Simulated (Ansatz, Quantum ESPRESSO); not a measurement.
# YSc3 (Pm-3m): zone-centre phonons

Aim: the zone-centre modes of YSc3 (Pm-3m).

Main program and level: Quantum ESPRESSO 7.5; DFT PBE, scalar-relativistic, plane waves, SPMS norm-conserving pseudopotentials.

The structure was built from a prototype and need not be the compound's stable phase.

**1. Starting point**

The structure is cubic, space group Pm-3m (No. 221). The conventional cell has a = 4.698 Å, b = 4.698 Å, c = 4.698 Å, α = 90.00°, β = 90.00°, γ = 90.00°. Nearest to Y lie 12 Sc at 3.32 Å. Nearest to Sc lie 4 Y at 3.32 Å and 8 Sc at 3.32 Å. Farther neighbours are not listed.

**2. A probe with smearing**

A cheap run with smearing and empty bands tells whether the crystal has a gap, which decides between fixed occupations and smearing later on.

The input, probe.in:

```
 &control
    calculation='scf',
    prefix='x',
    outdir='./tmp',
    pseudo_dir='./pseudo',
    tprnfor=.true.,
    tstress=.true.,
    verbosity='high',
 /
 &system
    ibrav=1,
    celldm(1)=8.87763319,
    nat=4,
    ntyp=2,
    ecutwfc=60.0,
    occupations='smearing',
    smearing='gaussian',
    degauss=0.01,
 /
 &electrons
    conv_thr=1.0d-07,
    mixing_beta=0.7,
    electron_maxstep=100,
 /
ATOMIC_SPECIES
 Y      88.9058  Y.upf
 Sc     44.9559  Sc.upf
ATOMIC_POSITIONS crystal
 Y      0.000000000   0.000000000   0.000000000
 Sc     0.000000000   0.500000000   0.500000000
 Sc     0.500000000   0.000000000   0.500000000
 Sc     0.500000000   0.500000000   0.000000000
K_POINTS automatic
 4 4 4 0 0 0
```

The run is started by

```sh
OMP_NUM_THREADS=1 mpirun -n 4 pw.x -nk 4 -in probe.in > probe.out
```

Log:

```text
[banners, grids, parts of the stress and lines that vanish by symmetry left out]
Program PWSCF v.7.5
     bravais-lattice index     =            1
     lattice parameter (alat)  =       8.8776  a.u.
[...]
kinetic-energy cutoff     =      60.0000  Ry
     charge density cutoff     =     240.0000  Ry
     scf convergence threshold =      1.0E-07
[...]
Exchange-correlation= PBE
                           (   1   4   3   4   0   0   0)
[...]
48 Sym. Ops., with inversion, found
[...]
(     0          1          0      )
                  (     0          0          1      )
[...]
(  0.0000000  1.0000000  0.0000000 )
                  (  0.0000000  0.0000000  1.0000000 )
[...]
(     0         -1          0      )
                  (     0          0          1      )
[...]
(     1          0          0      )
[...]
( -1.0000000  0.0000000  0.0000000 )
                  (  0.0000000  1.0000000  0.0000000 )
[...]
number of k points=    10  Gaussian smearing, width (Ry)=  0.0100
[...]
End of self-consistent calculation
[...]
the Fermi energy is     9.7515 ev
!    total energy              =    -371.59065904 Ry
[...]
convergence has been achieved in   8 iterations
[...]
atom    1 type  1   force =     0.00000000    0.00000000    0.00000000
     atom    2 type  2   force =     0.00000000    0.00000000    0.00000000
     atom    3 type  2   force =     0.00000000    0.00000000    0.00000000
     atom    4 type  2   force =     0.00000000    0.00000000    0.00000000
[...]
Total force =     0.000000     Total SCF correction =     0.000000
[...]
total   stress  (Ry/bohr**3)                   (kbar)     P=       12.36
[...]
XML data file, charge density, pseudopotentials, collected wavefunctions

   JOB DONE.
```

Wall time 7.1 s (4 MPI ranks of Arm Neoverse V2, shared host).

Read from the output:

| Item | Value |
| --- | --- |
| volume per atom | 25.92 Å³ |
| pressure | 1.236 GPa |
| gap on the k-mesh | 0 eV |

No gap opens on this mesh, so smearing is kept; the start stands at 1.2 GPa.

**3. Relaxation**

The harmonic expansion starts where the forces on the atoms vanish, and stress shifts the frequencies, so cell and atoms are relaxed with tight thresholds.

The input, relax.in:

```
 &control
    calculation='vc-relax',
    prefix='x',
    outdir='./tmp',
    pseudo_dir='./pseudo',
    tprnfor=.true.,
    tstress=.true.,
    forc_conv_thr=2.0d-05,
    etot_conv_thr=1.0d-07,
    nstep=40,
 /
 &system
    ibrav=1,
    celldm(1)=8.87763319,
    nat=4,
    ntyp=2,
    ecutwfc=60.0,
    occupations='smearing',
    smearing='mv',
    degauss=0.02,
 /
 &electrons
    conv_thr=1.0d-11,
    mixing_beta=0.7,
    electron_maxstep=100,
 /
 &ions
 /
 &cell
    press_conv_thr=0.2,
 /
ATOMIC_SPECIES
 Y      88.9058  Y.upf
 Sc     44.9559  Sc.upf
ATOMIC_POSITIONS crystal
 Y      0.000000000   0.000000000   0.000000000
 Sc     0.000000000   0.500000000   0.500000000
 Sc     0.500000000   0.000000000   0.500000000
 Sc     0.500000000   0.500000000   0.000000000
K_POINTS automatic
 8 8 8 0 0 0
```

The run is started by

```sh
OMP_NUM_THREADS=1 mpirun -n 4 pw.x -nk 4 -in relax.in > relax.out
```

Log:

```text
[banners, grids, parts of the stress and lines that vanish by symmetry left out]
[banner, memory and clock lines left out]
Program PWSCF v.7.5

[...]
kinetic-energy cutoff     =      60.0000  Ry
     charge density cutoff     =     240.0000  Ry
     scf convergence threshold =      1.0E-11
[...]
energy convergence thresh.=      1.0E-07
     force convergence thresh. =      2.0E-05
     press convergence thresh. =      2.0E-01
     Exchange-correlation= PBE
                           (   1   4   3   4   0   0   0)
[...]
48 Sym. Ops., with inversion, found
[...]
number of k points=    35  Marzari-Vanderbilt smearing, width (Ry)=  0.0200
[...]
End of self-consistent calculation
[...]
the Fermi energy is     9.7105 ev
!    total energy              =    -371.58821551 Ry
[...]
convergence has been achieved in  14 iterations
[...]
atom    1 type  1   force =     0.00000000    0.00000000    0.00000000
     atom    2 type  2   force =     0.00000000    0.00000000    0.00000000
     atom    3 type  2   force =     0.00000000    0.00000000    0.00000000
     atom    4 type  2   force =     0.00000000    0.00000000    0.00000000
     Total force =     0.000000     Total SCF correction =     0.000000
[...]
total   stress  (Ry/bohr**3)                   (kbar)     P=       11.03
[...]
number of bfgs steps    =   0
[...]
CELL_PARAMETERS (alat=  8.87763319)
[...]
ATOMIC_POSITIONS (crystal)
Y                0.0000000000        0.0000000000        0.0000000000
Sc               0.0000000000        0.5000000000        0.5000000000
Sc               0.5000000000        0.0000000000        0.5000000000
Sc               0.5000000000        0.5000000000        0.0000000000
[...]
New effective cutoffs (rho, wfc):  238.54   59.77
[...]
End of self-consistent calculation
[...]
the Fermi energy is     9.6450 ev
!    total energy              =    -371.58847337 Ry
[...]
convergence has been achieved in   8 iterations
[...]
atom    1 type  1   force =     0.00000000    0.00000000    0.00000000
     atom    2 type  2   force =     0.00000000    0.00000000    0.00000000
     atom    3 type  2   force =     0.00000000    0.00000000    0.00000000
     atom    4 type  2   force =     0.00000000    0.00000000    0.00000000
     Total force =     0.000000     Total SCF correction =     0.000000
[...]
total   stress  (Ry/bohr**3)                   (kbar)     P=        8.21
[...]
number of bfgs steps    =   1
[...]
CELL_PARAMETERS (alat=  8.87763319)
[...]
ATOMIC_POSITIONS (crystal)
[...]
New effective cutoffs (rho, wfc):  237.56   59.52
[...]
End of self-consistent calculation
[...]
the Fermi energy is     9.5734 ev
!    total energy              =    -371.58867124 Ry
[...]
convergence has been achieved in   8 iterations
[...]
atom    1 type  1   force =     0.00000000    0.00000000    0.00000000
     atom    2 type  2   force =     0.00000000    0.00000000    0.00000000
     atom    3 type  2   force =     0.00000000    0.00000000    0.00000000
     atom    4 type  2   force =     0.00000000    0.00000000    0.00000000
     Total force =     0.000000     Total SCF correction =     0.000000
[...]
total   stress  (Ry/bohr**3)                   (kbar)     P=        5.17
[...]
number of bfgs steps    =   2
[...]
CELL_PARAMETERS (alat=  8.87763319)
[...]
ATOMIC_POSITIONS (crystal)
[...]
New effective cutoffs (rho, wfc):  236.11   59.16
[...]
End of self-consistent calculation
[...]
the Fermi energy is     9.4670 ev
!    total energy              =    -371.58880211 Ry
[...]
convergence has been achieved in  11 iterations
[...]
atom    1 type  1   force =     0.00000000    0.00000000    0.00000000
     atom    2 type  2   force =     0.00000000    0.00000000    0.00000000
[...]
Total force =     0.000000     Total SCF correction =     0.000000
[...]
total   stress  (Ry/bohr**3)                   (kbar)     P=        0.72
[...]
number of bfgs steps    =   3
[...]
CELL_PARAMETERS (alat=  8.87763319)
[...]
ATOMIC_POSITIONS (crystal)
[...]
New effective cutoffs (rho, wfc):  235.87   59.10
[...]
End of self-consistent calculation
[...]
the Fermi energy is     9.4497 ev
!    total energy              =    -371.58880480 Ry
[...]
convergence has been achieved in   8 iterations
[...]
Total force =     0.000000     Total SCF correction =     0.000000
[...]
total   stress  (Ry/bohr**3)                   (kbar)     P=        0.01
[...]
number of bfgs steps    =   4
[...]
small trust_radius: resetting bfgs history
[...]
CELL_PARAMETERS (alat=  8.87763319)
[...]
ATOMIC_POSITIONS (crystal)
[...]
New effective cutoffs (rho, wfc):  235.87   59.10
[...]
End of self-consistent calculation
[...]
the Fermi energy is     9.4496 ev
!    total energy              =    -371.58880480 Ry
[...]
convergence has been achieved in   3 iterations
[...]
atom    1 type  1   force =     0.00000000    0.00000000    0.00000000
     atom    2 type  2   force =     0.00000000    0.00000000    0.00000000
     atom    3 type  2   force =     0.00000000    0.00000000    0.00000000
     atom    4 type  2   force =     0.00000000    0.00000000    0.00000000
     Total force =     0.000000     Total SCF correction =     0.000000
[...]
total   stress  (Ry/bohr**3)                   (kbar)     P=        0.01
[...]
bfgs converged in   6 scf cycles and   5 bfgs steps
[...]
End of BFGS Geometry Optimization
     Final enthalpy           =    -371.5888048008 Ry
     File ./tmp/x.bfgs deleted, as requested
[...]
CELL_PARAMETERS (alat=  8.87763319)
[...]
ATOMIC_POSITIONS (crystal)
[...]
Sc               0.5000000000        0.0000000000        0.5000000000
Sc               0.5000000000        0.5000000000        0.0000000000
[...]
Final scf calculation at the relaxed structure.
[...]
kinetic-energy cutoff     =      60.0000  Ry
     charge density cutoff     =     240.0000  Ry
     scf convergence threshold =      1.0E-13
[...]
press convergence thresh. =      2.0E-01
     Exchange-correlation= PBE
                           (   1   4   3   4   0   0   0)
[...]
48 Sym. Ops., with inversion, found
[...]
number of k points=    35  Marzari-Vanderbilt smearing, width (Ry)=  0.0200
[...]
c_bands:  2 eigenvalues not converged
     c_bands:  3 eigenvalues not converged
     c_bands:  3 eigenvalues not converged
     c_bands:  2 eigenvalues not converged
[...]
End of self-consistent calculation
[...]
the Fermi energy is     9.4496 ev
!    total energy              =    -371.58880519 Ry
[...]
convergence has been achieved in  18 iterations
[...]
atom    1 type  1   force =     0.00000000    0.00000000    0.00000000
     atom    2 type  2   force =     0.00000000    0.00000000    0.00000000
     atom    3 type  2   force =     0.00000000    0.00000000    0.00000000
     atom    4 type  2   force =     0.00000000    0.00000000    0.00000000
     Total force =     0.000000     Total SCF correction =     0.000000
[...]
total   stress  (Ry/bohr**3)                   (kbar)     P=        0.01
[...]
XML data file, charge density, pseudopotentials, collected wavefunctions
```

The job ended after 2.3 min (4 MPI ranks).

The steps of the relaxation:

```tsv
step	energy less that of the first step (eV)	largest force (eV/Å)	pressure (GPa)	volume (Å³)
1	0.0000	0.0000	1.10	103.68
2	-0.0035	0.0000	0.82	104.26
3	-0.0062	0.0000	0.52	104.91
4	-0.0080	0.0000	0.07	105.88
5	-0.0080	0.0000	0.00	106.04
6	-0.0080	0.0000	0.00	106.04
7	-0.0080	0.0000	0.00	106.04
```

```tsv
conventional cell, symmetrised	before	after	change
a (Å)	4.698	4.733	+0.8 %
b (Å)	4.698	4.733	+0.8 %
c (Å)	4.698	4.733	+0.8 %
volume (Å³/atom)	25.92	26.51	+2.3 %
```

The relaxed structure:

```
Y Sc
1.0
     4.73327    0.00000    0.00000
     0.00000    4.73327    0.00000
     0.00000    0.00000    4.73327
Y Sc
1 3
Direct
  0.00000 0.00000 0.00000
  0.00000 0.50000 0.50000
  0.50000 0.00000 0.50000
  0.50000 0.50000 0.00000
```

The last row of the table of steps is pw.x's closing run on a basis chosen anew for the final cell, so its energy can jump.

This step gave:

```
volume per atom : 26.51 Å³
pressure        : 0.001 GPa
```

The volume changes by +2.3 % from the cell with which this run began.

**4. Ground state**

The response is built on this ground state, so it is converged far tighter than an energy would need. Smearing stays on, as the first look found no gap above 0.3 eV.

The input, scf.in:

```
 &control
    calculation='scf',
    prefix='x',
    outdir='./tmp',
    pseudo_dir='./pseudo',
    tprnfor=.true.,
    tstress=.true.,
 /
 &system
    ibrav=1,
    celldm(1)=8.94458378,
    nat=4,
    ntyp=2,
    ecutwfc=60.0,
    occupations='smearing',
    smearing='mv',
    degauss=0.02,
 /
 &electrons
    conv_thr=1.0d-12,
    mixing_beta=0.7,
    electron_maxstep=100,
 /
ATOMIC_SPECIES
 Y      88.9058  Y.upf
 Sc     44.9559  Sc.upf
ATOMIC_POSITIONS crystal
 Y      0.000000000   0.000000000   0.000000000
 Sc     0.000000000   0.500000000   0.500000000
 Sc     0.500000000   0.000000000   0.500000000
 Sc     0.500000000   0.500000000   0.000000000
K_POINTS automatic
 8 8 8 0 0 0
```

The run is started by

```sh
OMP_NUM_THREADS=1 mpirun -n 4 pw.x -nk 4 -in scf.in > scf.out
```

Log:

```text
[banners, grids, parts of the stress and lines that vanish by symmetry left out]
[banner, memory and clock lines left out]
Program PWSCF v.7.5

[...]
kinetic-energy cutoff     =      60.0000  Ry
     charge density cutoff     =     240.0000  Ry
     scf convergence threshold =      1.0E-12
[...]
Exchange-correlation= PBE
                           (   1   4   3   4   0   0   0)
[...]
48 Sym. Ops., with inversion, found
[...]
number of k points=    35  Marzari-Vanderbilt smearing, width (Ry)=  0.0200
[...]
End of self-consistent calculation
[...]
the Fermi energy is     9.4496 ev
!    total energy              =    -371.58880519 Ry
[...]
convergence has been achieved in  17 iterations
[...]
atom    1 type  1   force =     0.00000000    0.00000000    0.00000000
     atom    2 type  2   force =     0.00000000    0.00000000    0.00000000
     atom    3 type  2   force =     0.00000000    0.00000000    0.00000000
     atom    4 type  2   force =     0.00000000    0.00000000    0.00000000
     Total force =     0.000000     Total SCF correction =     0.000000
[...]
total   stress  (Ry/bohr**3)                   (kbar)     P=        0.01
[...]
XML data file, charge density, pseudopotentials, collected wavefunctions
```

Elapsed: 35 s, on 4 MPI ranks; 2.3 min of CPU time.

The cell stands at 0.001 GPa, close enough for phonons.

(Part 1 of 3 ends here.)

[Host names and launcher messages were left out of these logs when they were recorded.]

[Logs are printed without paths, hosts, clocks, repeated set-up lines and the standing remarks that a program may print on its own settings, such as how far it seeks lower states.]

[Hosts, paths, dates, database ids (printed as entryN), source tags and the programs' standing remarks are cut or masked in the printed files.]
